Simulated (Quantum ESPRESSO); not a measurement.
**FeSi (Fersilicite): which magnetic order is lowest**

Does FeSi (Fersilicite) prefer parallel or opposed moments?

Method: PBEsol; plane waves with GBRV 1.5 PBEsol potentials, no spin-orbit coupling, in Quantum ESPRESSO 7.5.

The database entry behind the starting cell differs from later determinations by our own check (about 0.5 % short), so it need not match the best structure at ambient conditions.

### Step 1. Set-up

The structure is cubic, space group P2_13 (No. 198). The conventional cell has a = 4.467 Å, b = 4.467 Å, c = 4.467 Å, α = 90.00°, β = 90.00°, γ = 90.00°. Nearest to Fe lie 7 Si at 2.24 to 2.51 Å. Nearest to Si lie 7 Fe at 2.24 to 2.51 Å. Farther neighbours are not listed.

The cell comes from the Crystallography Open Database.

### Step 2. Run 1 (ferro ++++)

The signs are those of the starting moments on the seeded atoms, the atoms that are given a moment.

pw.in reads:

```
&CONTROL
  calculation = 'scf'
  prefix = 'pwscf'
  outdir = './tmp'
  pseudo_dir = './pseudo'
  disk_io = 'nowf'
/
&SYSTEM
  ibrav = 0
  celldm(1) = 8
  nat = 8
  ntyp = 2
  ecutwfc = 40
  ecutrho = 280
  nbnd = 58
  occupations = 'smearing'
  smearing = 'fd'
  degauss = 0.00367493
  nspin = 2
  starting_magnetization(1) = 0.175
  starting_magnetization(2) = 0
/
&ELECTRONS
  conv_thr = 1.6d-08
  electron_maxstep = 150
  mixing_beta = 0.3
/
ATOMIC_SPECIES
Fe     55.8450 fe_pbesol_v1.5.uspp.F.UPF
Si     28.0850 si_pbesol_v1.uspp.F.UPF
CELL_PARAMETERS alat
   1.0551758248379    0.0000000000000    0.0000000000000
   0.0000000000000    1.0551758248379    0.0000000000000
   0.0000000000000    0.0000000000000    1.0551758248379
ATOMIC_POSITIONS crystal
Fe      0.1340000000    0.1340000000    0.1340000000
Fe      0.3660000000    0.8660000000    0.6340000000
Fe      0.6340000000    0.3660000000    0.8660000000
Fe      0.8660000000    0.6340000000    0.3660000000
Si      0.8445000000    0.8445000000    0.8445000000
Si      0.6555000000    0.1555000000    0.3445000000
Si      0.3445000000    0.6555000000    0.1555000000
Si      0.1555000000    0.3445000000    0.6555000000
K_POINTS automatic
8 8 8 0 0 0
```

Run with:

```
$ OMP_NUM_THREADS=1 mpirun -n 4 pw.x -nk 4 -in pw.in > pw.out
```

The log of the run:

```text
Program PWSCF v.7.5 starts

     Message from routine setup:
     using ibrav=0 with symmetry is DISCOURAGED, use correct ibrav instead

     K-points division:     npool     =       4
     Subspace diagonalization in iterative solution of the eigenvalue problem:

     G-vector sticks info
     --------------------
     sticks:   dense  smooth     PW     G-vecs:    dense   smooth      PW
     Sum        1597     889    277                47497    20377    3407

     Using Slab Decomposition

     bravais-lattice index     =            0
     lattice parameter (alat)  =       8.0000  a.u.
     unit-cell volume          =     601.5122 (a.u.)^3
     number of atoms/cell      =            8
     number of atomic types    =            2
     number of electrons       =        80.00
     number of Kohn-Sham states=           58
     kinetic-energy cutoff     =      40.0000  Ry
     charge density cutoff     =     280.0000  Ry
     scf convergence threshold =      1.6E-08
     mixing beta               =       0.3000
     number of iterations used =            8  plain     mixing
     Exchange-correlation= SLA  PW   PSX  PSC
                           (   1   4  10   8   0   0   0)

     celldm(1)=   8.000000  celldm(2)=   0.000000  celldm(3)=   0.000000
     celldm(4)=   0.000000  celldm(5)=   0.000000  celldm(6)=   0.000000

     crystal axes: (cart. coord. in units of alat)
               a(1) = (   1.055176   0.000000   0.000000 )
               a(2) = (   0.000000   1.055176   0.000000 )
               a(3) = (   0.000000   0.000000   1.055176 )

     reciprocal axes: (cart. coord. in units 2 pi/alat)
               b(1) = (  0.947709  0.000000  0.000000 )
               b(2) = (  0.000000  0.947709  0.000000 )
               b(3) = (  0.000000  0.000000  0.947709 )

     PseudoPot. # 1 for Fe read from file:
     fe_pbesol_v1.5.uspp.F.UPF
     Pseudo is Ultrasoft + core correction, Zval = 16.0
     Generated by new atomic code, or converted to UPF format
     Using radial grid of  861 points,  6 beta functions with:
                l(1) =   0
                l(2) =   0
                l(3) =   1
                l(4) =   1
                l(5) =   2
                l(6) =   2
     Q(r) pseudized with  8 coefficients,  rinner =    1.000   1.000   1.000
                                                       1.000   1.000

     PseudoPot. # 2 for Si read from file:
     si_pbesol_v1.uspp.F.UPF
     Pseudo is Ultrasoft + core correction, Zval =  4.0
     Generated by new atomic code, or converted to UPF format
     Using radial grid of  899 points,  6 beta functions with:
                l(1) =   0
                l(2) =   0
                l(3) =   1
                l(4) =   1
                l(5) =   2
                l(6) =   2
     Q(r) pseudized with  8 coefficients,  rinner =    0.900   0.900   0.900
                                                       0.900   0.900

     atomic species   valence    mass     pseudopotential
     Fe               16.00    55.84500     Fe( 1.00)
     Si                4.00    28.08500     Si( 1.00)

     Starting magnetic structure
     atomic species   magnetization
     Fe              0.175
     Si              0.000

     12 Sym. Ops. (no inversion) found ( 9 have fractional translation)

   Cartesian axes

     site n.     atom                  positions (alat units)
         1        Fe     tau(   1) = (   0.1413936   0.1413936   0.1413936  )
         2        Fe     tau(   2) = (   0.3861944   0.9137823   0.6689815  )
         3        Fe     tau(   3) = (   0.6689815   0.3861944   0.9137823  )
         4        Fe     tau(   4) = (   0.9137823   0.6689815   0.3861944  )
         5        Si     tau(   5) = (   0.8910960   0.8910960   0.8910960  )
         6        Si     tau(   6) = (   0.6916678   0.1640798   0.3635081  )
         7        Si     tau(   7) = (   0.3635081   0.6916678   0.1640798  )
         8        Si     tau(   8) = (   0.1640798   0.3635081   0.6916678  )

     number of k points=    45  Fermi-Dirac smearing, width (Ry)=  0.0037
                       cart. coord. in units 2pi/alat
        k(    1) = (   0.0000000   0.0000000   0.0000000), wk =   0.0019531
        k(    2) = (   0.0000000   0.0000000   0.1184637), wk =   0.0117188
        k(    3) = (   0.0000000   0.0000000   0.2369273), wk =   0.0117188
        k(    4) = (   0.0000000   0.0000000   0.3553910), wk =   0.0117188
        k(    5) = (   0.0000000   0.0000000  -0.4738547), wk =   0.0058594
        [... 40 further k-points ...]

     Dense  grid:    47497 G-vectors     FFT dimensions: (  48,  48,  48)

     Smooth grid:    20377 G-vectors     FFT dimensions: (  36,  36,  36)

     Check: negative core charge=   -0.000033
     Generating pointlists ...
     new r_m :   0.2183 (alat units)  1.7460 (a.u.) for type    1
     new r_m :   0.2183 (alat units)  1.7460 (a.u.) for type    2

     Initial potential from superposition of free atoms

     starting charge      75.9974, renormalised to      80.0000
     Starting wfcs are   68 randomized atomic wfcs

     Self-consistent Calculation

     iteration #  1     ecut=    40.00 Ry     beta= 0.30
     Davidson diagonalization with overlap
     ethr =  1.00E-02,  avg # of iterations =  4.6

     total energy              =   -1036.52610398 Ry
     estimated scf accuracy    <       9.37243224 Ry

     total magnetization       =     5.24 Bohr mag/cell
     absolute magnetization    =     6.74 Bohr mag/cell

     iteration #  2     ecut=    40.00 Ry     beta= 0.30
     Davidson diagonalization with overlap
     ethr =  1.00E-02,  avg # of iterations =  2.1

     total energy              =   -1038.36779748 Ry
     estimated scf accuracy    <       8.14945098 Ry

     total magnetization       =     3.60 Bohr mag/cell
     absolute magnetization    =     4.85 Bohr mag/cell

     iteration #  3     ecut=    40.00 Ry     beta= 0.30
     Davidson diagonalization with overlap
     ethr =  1.00E-02,  avg # of iterations =  1.0

     total energy              =   -1039.31926650 Ry
     estimated scf accuracy    <       0.18292724 Ry

     total magnetization       =     4.76 Bohr mag/cell
     absolute magnetization    =     6.34 Bohr mag/cell

     [... further iterations left out ...]

     iteration # 43     ecut=    40.00 Ry     beta= 0.30
     Davidson diagonalization with overlap
     ethr =  8.42E-09,  avg # of iterations =  2.5

     total energy              =   -1039.38651379 Ry
     estimated scf accuracy    <       0.00000135 Ry

     total magnetization       =    -0.01 Bohr mag/cell
     absolute magnetization    =     0.01 Bohr mag/cell

     iteration # 44     ecut=    40.00 Ry     beta= 0.30
     Davidson diagonalization with overlap
     ethr =  1.68E-09,  avg # of iterations =  1.5

     total energy              =   -1039.38651514 Ry
     estimated scf accuracy    <       0.00000010 Ry

     total magnetization       =     0.00 Bohr mag/cell
     absolute magnetization    =     0.00 Bohr mag/cell

     iteration # 45     ecut=    40.00 Ry     beta= 0.30
     Davidson diagonalization with overlap
     ethr =  1.29E-10,  avg # of iterations =  1.9

     total energy              =   -1039.38651518 Ry
     estimated scf accuracy    <       0.00000002 Ry

     total magnetization       =    -0.00 Bohr mag/cell
     absolute magnetization    =     0.00 Bohr mag/cell

     iteration # 46     ecut=    40.00 Ry     beta= 0.30
     Davidson diagonalization with overlap
     ethr =  2.25E-11,  avg # of iterations =  2.0

     Magnetic moment per site  (integrated on atomic sphere of radius R)
     atom   1 (R=0.218)  charge= 14.0271  magn=  0.0001
     atom   2 (R=0.218)  charge= 14.0271  magn=  0.0001
     atom   3 (R=0.218)  charge= 14.0271  magn=  0.0001
     atom   4 (R=0.218)  charge= 14.0271  magn=  0.0001
     atom   5 (R=0.218)  charge=  1.6211  magn=  0.0000
     atom   6 (R=0.218)  charge=  1.6211  magn=  0.0000
     atom   7 (R=0.218)  charge=  1.6211  magn=  0.0000
     atom   8 (R=0.218)  charge=  1.6211  magn=  0.0000

     End of self-consistent calculation

     [... lines left out ...]
     the Fermi energy is    16.1944 ev

!    total energy              =   -1039.38651521 Ry
     estimated scf accuracy    <          7.5E-09 Ry
     smearing contrib. (-TS)   =      -0.00323464 Ry
     internal energy E=F+TS    =   -1039.38328057 Ry

     The total energy is F=E-TS. E is the sum of the following terms:
     one-electron contribution =    -604.22252172 Ry
     hartree contribution      =     348.51063449 Ry
     xc contribution           =    -133.53964937 Ry
     ewald contribution        =    -650.13174398 Ry

     total magnetization       =     0.00 Bohr mag/cell
     absolute magnetization    =     0.00 Bohr mag/cell

     convergence has been achieved in  46 iterations

=------------------------------------------------------------------------------=
   JOB DONE.
=------------------------------------------------------------------------------=
```

Wall time 15 min (4 MPI ranks of Intel Xeon at 2.50GHz (Skylake/Cascade Lake), shared host); peak memory 0.69 GiB; 50 min of CPU time.

Spin moment in the atom's sphere by atom:

| atom | spin moment in the atom's sphere (μB) |
| --- | --- |
| Fe1 | 0.0001 |
| Fe2 | 0.0001 |
| Fe3 | 0.0001 |
| Fe4 | 0.0001 |
| Si5 | 0.0000 |
| Si6 | 0.0000 |
| Si7 | 0.0000 |
| Si8 | 0.0000 |

Numbers from this step:

- smearing term TS: 0.04401 eV
- magnetization: 0 μB
- absolute magnetization: 0 μB
- final state: non-magnetic

### Step 3. Run 2 (antiferro ++−−)

pw.in, as its differences from that of step 2:

```diff
@@ -11,6 +11,6 @@
   nat = 8
-  ntyp = 2
+  ntyp = 3
   ecutwfc = 40
   ecutrho = 280
-  nbnd = 58
+  nbnd = 52
   occupations = 'smearing'
@@ -20,3 +20,4 @@
   starting_magnetization(1) = 0.175
-  starting_magnetization(2) = 0
+  starting_magnetization(2) = -0.175
+  starting_magnetization(3) = 0
 /
@@ -28,3 +29,4 @@
 ATOMIC_SPECIES
-Fe     55.8450 fe_pbesol_v1.5.uspp.F.UPF
+Fe1    55.8450 fe_pbesol_v1.5.uspp.F.UPF
+Fe2    55.8450 fe_pbesol_v1.5.uspp.F.UPF
 Si     28.0850 si_pbesol_v1.uspp.F.UPF
@@ -35,6 +37,6 @@
 ATOMIC_POSITIONS crystal
-Fe      0.1340000000    0.1340000000    0.1340000000
-Fe      0.3660000000    0.8660000000    0.6340000000
-Fe      0.6340000000    0.3660000000    0.8660000000
-Fe      0.8660000000    0.6340000000    0.3660000000
+Fe1     0.1340000000    0.1340000000    0.1340000000
+Fe1     0.3660000000    0.8660000000    0.6340000000
+Fe2     0.6340000000    0.3660000000    0.8660000000
+Fe2     0.8660000000    0.6340000000    0.3660000000
 Si      0.8445000000    0.8445000000    0.8445000000
```

The log of the run:

```text
[banner, memory and clock lines left out]
Program PWSCF v.7.5 starts

     Message from routine setup:
     using ibrav=0 with symmetry is DISCOURAGED, use correct ibrav instead

     bravais-lattice index     =            0
     lattice parameter (alat)  =       8.0000  a.u.
     unit-cell volume          =     601.5122 (a.u.)^3
     number of atoms/cell      =            8
     number of atomic types    =            3
     number of electrons       =        80.00
     number of Kohn-Sham states=           52
     kinetic-energy cutoff     =      40.0000  Ry
     charge density cutoff     =     280.0000  Ry
     scf convergence threshold =      1.6E-08
     mixing beta               =       0.3000
     number of iterations used =            8  plain     mixing
     Exchange-correlation= SLA  PW   PSX  PSC
                           (   1   4  10   8   0   0   0)

     celldm(1)=   8.000000  celldm(2)=   0.000000  celldm(3)=   0.000000
     celldm(4)=   0.000000  celldm(5)=   0.000000  celldm(6)=   0.000000

     crystal axes: (cart. coord. in units of alat)
               a(1) = (   1.055176   0.000000   0.000000 )
               a(2) = (   0.000000   1.055176   0.000000 )
               a(3) = (   0.000000   0.000000   1.055176 )

     reciprocal axes: (cart. coord. in units 2 pi/alat)
               b(1) = (  0.947709  0.000000  0.000000 )
               b(2) = (  0.000000  0.947709  0.000000 )
               b(3) = (  0.000000  0.000000  0.947709 )

     PseudoPot. # 1 for Fe read from file:
     fe_pbesol_v1.5.uspp.F.UPF
     Pseudo is Ultrasoft + core correction, Zval = 16.0

     PseudoPot. # 2 for Fe read from file:
     fe_pbesol_v1.5.uspp.F.UPF
     Pseudo is Ultrasoft + core correction, Zval = 16.0

     PseudoPot. # 3 for Si read from file:
     si_pbesol_v1.uspp.F.UPF
     Pseudo is Ultrasoft + core correction, Zval =  4.0

     atomic species   valence    mass     pseudopotential
     Fe1              16.00    55.84500     Fe( 1.00)
     Fe2              16.00    55.84500     Fe( 1.00)
     Si                4.00    28.08500     Si( 1.00)

     Starting magnetic structure
     atomic species   magnetization
     Fe1             0.175
     Fe2            -0.175
     Si              0.000

      2 Sym. Ops. (no inversion) found ( 1 have fractional translation)

   Cartesian axes

     site n.     atom                  positions (alat units)
         1        Fe1    tau(   1) = (   0.1413936   0.1413936   0.1413936  )
         2        Fe1    tau(   2) = (   0.3861944   0.9137823   0.6689815  )
         3        Fe2    tau(   3) = (   0.6689815   0.3861944   0.9137823  )
         4        Fe2    tau(   4) = (   0.9137823   0.6689815   0.3861944  )
         5        Si     tau(   5) = (   0.8910960   0.8910960   0.8910960  )
         6        Si     tau(   6) = (   0.6916678   0.1640798   0.3635081  )
         7        Si     tau(   7) = (   0.3635081   0.6916678   0.1640798  )
         8        Si     tau(   8) = (   0.1640798   0.3635081   0.6916678  )

     number of k points=   170  Fermi-Dirac smearing, width (Ry)=  0.0037

     Number of k-points >= 100: set verbosity='high' to print them.

     Dense  grid:    47497 G-vectors     FFT dimensions: (  48,  45,  48)

     Smooth grid:    20377 G-vectors     FFT dimensions: (  36,  36,  36)

     Check: negative core charge=   -0.000033
     Generating pointlists ...
     new r_m :   0.2183 (alat units)  1.7460 (a.u.) for type    1
     new r_m :   0.2183 (alat units)  1.7460 (a.u.) for type    2
     new r_m :   0.2183 (alat units)  1.7460 (a.u.) for type    3

     Initial potential from superposition of free atoms

     starting charge      75.9974, renormalised to      80.0000
     Starting wfcs are   68 randomized atomic wfcs

     Self-consistent Calculation

     iteration #  1     ecut=    40.00 Ry     beta= 0.30
     Davidson diagonalization with overlap
     ethr =  1.00E-02,  avg # of iterations =  3.8

     total energy              =   -1036.44815198 Ry
     estimated scf accuracy    <       9.55267128 Ry

     total magnetization       =    -0.00 Bohr mag/cell
     absolute magnetization    =     6.56 Bohr mag/cell

     iteration #  2     ecut=    40.00 Ry     beta= 0.30
     Davidson diagonalization with overlap
     ethr =  1.00E-02,  avg # of iterations =  3.0

     total energy              =   -1038.25822999 Ry
     estimated scf accuracy    <       8.86654828 Ry

     total magnetization       =     0.00 Bohr mag/cell
     absolute magnetization    =     4.31 Bohr mag/cell

     [... further iterations left out ...]

     iteration # 19     ecut=    40.00 Ry     beta= 0.30
     Davidson diagonalization with overlap
     ethr =  5.78E-10,  avg # of iterations =  2.1

     total energy              =   -1039.38651382 Ry
     estimated scf accuracy    <       0.00000004 Ry

     total magnetization       =     0.00 Bohr mag/cell
     absolute magnetization    =     0.00 Bohr mag/cell

     iteration # 20     ecut=    40.00 Ry     beta= 0.30
     Davidson diagonalization with overlap
     ethr =  4.93E-11,  avg # of iterations =  3.9

     Magnetic moment per site  (integrated on atomic sphere of radius R)
     atom   1 (R=0.218)  charge= 14.0274  magn= -0.0002
     atom   2 (R=0.218)  charge= 14.0274  magn= -0.0002
     atom   3 (R=0.218)  charge= 14.0271  magn=  0.0003
     atom   4 (R=0.218)  charge= 14.0271  magn=  0.0003
     atom   5 (R=0.218)  charge=  1.6212  magn= -0.0000
     atom   6 (R=0.218)  charge=  1.6212  magn= -0.0000
     atom   7 (R=0.218)  charge=  1.6213  magn=  0.0000
     atom   8 (R=0.218)  charge=  1.6213  magn=  0.0000

     End of self-consistent calculation

     Number of k-points >= 100: set verbosity='high' to print the bands.

     the Fermi energy is    16.1944 ev

!    total energy              =   -1039.38651395 Ry
     estimated scf accuracy    <       0.00000001 Ry
     smearing contrib. (-TS)   =      -0.00323410 Ry
     internal energy E=F+TS    =   -1039.38327985 Ry

     The total energy is F=E-TS. E is the sum of the following terms:
     one-electron contribution =    -604.22276199 Ry
     hartree contribution      =     348.51092315 Ry
     xc contribution           =    -133.53969703 Ry
     ewald contribution        =    -650.13174398 Ry

     total magnetization       =     0.00 Bohr mag/cell
     absolute magnetization    =     0.00 Bohr mag/cell

     convergence has been achieved in  20 iterations
```

Run time: 18 min. Hardware: 4 MPI ranks; peak memory 1.2 GiB.

Spin moment in the atom's sphere by atom:

| atom | spin moment in the atom's sphere (μB) |
| --- | --- |
| Fe1 | -0.0002 |
| Fe2 | -0.0002 |
| Fe3 | 0.0003 |
| Fe4 | 0.0003 |
| Si5 | 0.0000 |
| Si6 | 0.0000 |
| Si7 | 0.0000 |
| Si8 | 0.0000 |

Read from the output:

* smearing term TS: 0.04400 eV
* magnetization: 0 μB
* absolute magnetization: 0 μB
* final state: non-magnetic

### Step 4. The states side by side

An order is kept where moments of 0.15 μB or more survive with the typed signs; meshes match where a doubled cell samples the same k points as the first cell.

Orders:

| start | final state | typed order kept | energy over the lowest (meV a seeded atom) | largest site moment (μB) | net moment (μB a cell of the first run) | mesh matched | CPU time (s) |
| --- | --- | --- | --- | --- | --- | --- | --- |
| ferro ++++ | non-magnetic | no | 0 | 0 | 0 | yes | 3022 |
| antiferro ++-- | non-magnetic | no | 0.004302 | 0 | 0 | yes | 3691 |

### Step 5. Outcome

| Property | Result |
| --- | --- |
| lowest state found | non-magnetic (from ferro ++++ and antiferro ++--) |
| largest site moment | 0 μB |

The lowest state carries no moment, and no start kept one. This is the lowest of 2 collinear or spinless starts, no proof of the ground state.

[Logs and program files are shortened in this print: banners, set-up blocks, solver, clock and traceback lines can be left out without a mark of their own.]

[Logs are printed without paths, hosts, clocks, repeated set-up lines and the standing remarks that a program may print on its own settings, such as how far it seeks lower states.]

[Hosts, paths, dates, database ids (printed as entryN), source tags and the programs' standing remarks are cut or masked in the printed files.]

[Where a cell is said to come from a database of computed structures, the database is the Materials Project.]
